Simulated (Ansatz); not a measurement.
# Antimonene bilayer (AA') in a perpendicular field, part 2 of 2

Aim: how the antimonene bilayer (AA') screens a field along its normal, and what the field does to its bands. A positive field points along +c.

Ansatz 0.2.0; plane-wave DFT, PBEsol-D3(BJ), Ansatz PAW (the session's first sound run).

So far, gap, the smaller of path and mesh (eV): step 3 (atoms held, field 0) 0.657; step 5 (field -0.03 V/Å) 0.655; step 6 (field 0.15 V/Å) 0.619; step 7 (field 0.25 V/Å) 0.574; step 8 (field -0.25 V/Å) 0.574.

## 10. With spin-orbit coupling

This step: plane-wave DFT, PBE, fully relativistic PAW with spin-orbit coupling (Ansatz 0.2.0).

Heavy atoms split their bands by spin-orbit coupling, so this run uses fully relativistic files and two-component states.

Input file input.yaml:

```yaml
crystal:
  lattice:
    - [3.9959055679, 0.0, 0.0]
    - [-1.9979527839, 3.4605557329, 0.0]
    - [0.0, 0.0, 25.1516206376]
  atoms:
    - { symbol: Sb, position: [0.6666666667, 0.3333333333, 0.3578298246] }
    - { symbol: Sb, position: [0.3333333333, 0.6666666667, 0.4234912791] }
    - { symbol: Sb, position: [0.3333333333, 0.6666666667, 0.5765087209] }
    - { symbol: Sb, position: [0.6666666667, 0.3333333333, 0.6421701754] }
kpoints:
  mp_grid: { grid: [12, 12, 1] }
  band_path:
    path: [[0, 0, 0], [0.5, 0, 0], [0.33333333, 0.33333333, 0], [0, 0, 0]]
    npoints: 16
hamiltonian:
  xc: pbe
  pseudopotentials: { kind: paw_fr }
magnetization:
  noncollinear: true
  spin_orbit: true
scf:
  occupations: { method: fermi_dirac, width: 0.02585 }
  convergence: { dr2_threshold: 1.0e-09 }
efield:
  axis: 3
  dipole_correction: true
  ramp_position: 0.97
  ramp_width: 0.06
  amplitude: 0
output:
  write_potential: true
  write_density: true
  volumetric_format: npy
```

Command:

```
$ ansatz run input.yaml --threads 4 --pin off --max-ram 6144MiB --backend cpu --events-out ev --progress --plain --runs-dir out
```

Wall time 89 s (4 threads of Arm Neoverse V2, shared host); peak memory 2.4 GiB; 5.9 min of CPU time.

Numbers from this step:

- dipole along the normal: 1.61e-6 e·Å
- gap along the path: 0.4387 eV
- smallest direct gap along the path: 1.253 eV
- ionisation energy, upper face: 4.277 eV
- electron affinity, upper face: 3.838 eV
- gap, the smaller of path and mesh: 0.4328 eV

The electronic bands at the labelled points (eV, zero at the Fermi level of the run, which the smearing sets inside the gap):

```
  point  band 57  band 58  band 59  band 60  band 61  band 62  band 63  band 64
      Γ    -0.27    -0.27    -0.19    -0.19     1.11     1.11     1.50     1.50
halfway    -1.46    -1.46    -0.80    -0.80     0.47     0.47     0.96     0.96
      M    -2.16    -2.16    -1.92    -1.92     0.77     0.77     1.11     1.11
halfway    -2.62    -2.52    -2.05    -1.95     0.83     0.85     1.49     1.51
      K    -2.67    -2.49    -2.32    -2.12     0.29     0.32     0.84     0.86
halfway    -1.81    -1.77    -0.85    -0.81     1.20     1.24     1.79     1.90
      Γ    -0.27    -0.27    -0.19    -0.19     1.11     1.11     1.50     1.50
```

The gap is 0.43 eV, with the valence edge 4.28 eV and the conduction edge 3.84 eV under the upper vacuum level.

## 11. With spin-orbit coupling, field 0.3 V/Å

The same in a field along the normal.

input.yaml, as its differences from that of step 10:

```diff
@@ -12,5 +12,3 @@
   mp_grid: { grid: [12, 12, 1] }
-  band_path:
-    path: [[0, 0, 0], [0.5, 0, 0], [0.33333333, 0.33333333, 0], [0, 0, 0]]
-    npoints: 16
+  band_path: { path: [[0, 0, 0], [0.12, 0, 0]], npoints: 24 }
 hamiltonian:
@@ -29,3 +27,3 @@
   ramp_width: 0.06
-  amplitude: 0
+  amplitude: 0.3
 output:
```

It took 74 s on 4 threads; peak memory 2.4 GiB; 4.9 min of CPU time.

This step gave:

| Item | Value |
| --- | --- |
| dipole along the normal | 0.2138 e·Å |
| gap along the path | 1.184 eV |
| smallest direct gap along the path | 1.184 eV |
| gap, the smaller of path and mesh | 0.3206 eV |

The dipole is 0.214 e·Å, and the gap 0.321 eV.

## 12. Spin splitting near the zone centre

This step: plane-wave DFT, PBE, fully relativistic PAW with spin-orbit coupling; spin splitting near the zone centre (Ansatz 0.2.0).

Levels that meet at the zone centre are followed outwards; a split that grows in proportion to k gives the Rashba parameter as ΔE/2k.

This step gave:

- largest split over 2k that stays linear in k: 0.6646 eV Å

Groups of levels that meet at the zone centre and whose split, tested at two k, grows in proportion to k or stays under 1 meV; groups that fail this test are left out. Spin splitting, by row:

```
level at the first point (eV from the Fermi level)  states  split at k = 0.027 1/A (eV)  split over 2k (eV Å)
                                            -2.289       2                      2.00e-4                     0
                                            -1.226       2                       0.0203                0.3727
                                           -0.7762       2                       0.0362                0.6646
                                             1.046       2                       0.0153                0.2809
                                               1.5       2                        0.004               0.07343
                                             1.971       2                       0.0112                0.2056
                                             2.214       2                       0.0047               0.08629
```

## 13. A changed input

This step: plane-wave DFT, PBEsol-D3(BJ), Ansatz PAW (Ansatz 0.2.0).

A run with a changed input: it repeats the earlier run at 0.03 V/Å with basis.ecutrho_ratio to 9, scf.mixing.algorithm to broyden, scf.mixing.beta to 0.9 and scf.convergence.dr2_threshold from 1e-10 to 0.0001.

input.yaml, the sections that differ from step 11:

```yaml
kpoints:
  mp_grid: { grid: [12, 12, 1] }
  band_path:
    path: [[0, 0, 0], [0.5, 0, 0], [0.33333333, 0.33333333, 0], [0, 0, 0]]
    npoints: 16
hamiltonian:
  xc: pbesol
  dispersion: d3bj
scf:
  occupations: { method: fermi_dirac, width: 0.02585 }
  convergence: { dr2_threshold: 0.0001 }
  mixing: { algorithm: broyden, beta: 0.9 }
efield:
  axis: 3
  dipole_correction: true
  ramp_position: 0.97
  ramp_width: 0.06
  amplitude: 0.03
basis:
  ecutrho_ratio: 9
# crystal, output: as in step 11
# magnetization: removed
```

It took 11 s on 4 threads; peak memory 0.93 GiB.

```
                               quantity  this run  earlier run  difference
          dipole along the normal (e·Å)   0.02072      0.02132     -6.0e-4
                gap along the path (eV)    0.6607       0.6606      7.2e-5
smallest direct gap along the path (eV)     1.244        1.245     -5.4e-4
```

What moves beyond 0.01 in its unit (for the dipole 0.5 % and 5e-5 e·Å): dipole along the normal (-0.000604 e·Å).

The change shows in the results, which are not taken further.

## 14. Summary of results

* gap without field: 0.657 eV
* ionisation energy, upper face: 4.61 eV
* electron affinity, upper face: 3.95 eV
* equivalent conductor thickness, atoms held: 9.30 Å
* largest split over 2k that stays linear in k at 0.3 V/Å: 0.665 eV Å

In words: The induced dipole equals that of a perfect conductor 9.30 Å thick, while the outer atoms lie 7.15 Å apart; an out-of-plane ε follows only once a thickness t is chosen, by 1 − 1/ε = 9.30 Å / t. The gap goes from 0.66 eV to 0.57 eV at -0.25 V/Å. With the field reversed the gap is 0.57 eV at 0.25 V/Å. Semilocal functionals give gaps that are too small, and excitons are not included. The field series itself is without spin-orbit coupling. With this functional, D3(BJ) tends to leave the relaxed cell short of measured lattice constants, by some per cent.

[Logs are printed without paths, hosts, clocks, repeated set-up lines and the standing remarks that a program may print on its own settings, such as how far it seeks lower states.]

[Hosts, paths, dates, database ids (printed as entryN), source tags and the programs' standing remarks are cut or masked in the printed files.]

[Maps of the electrostatic potential energy from Ansatz leave out the sawtooth potential of an applied field or a dipole correction, so their vacuum need not be flat; planar profiles and work functions include it.]
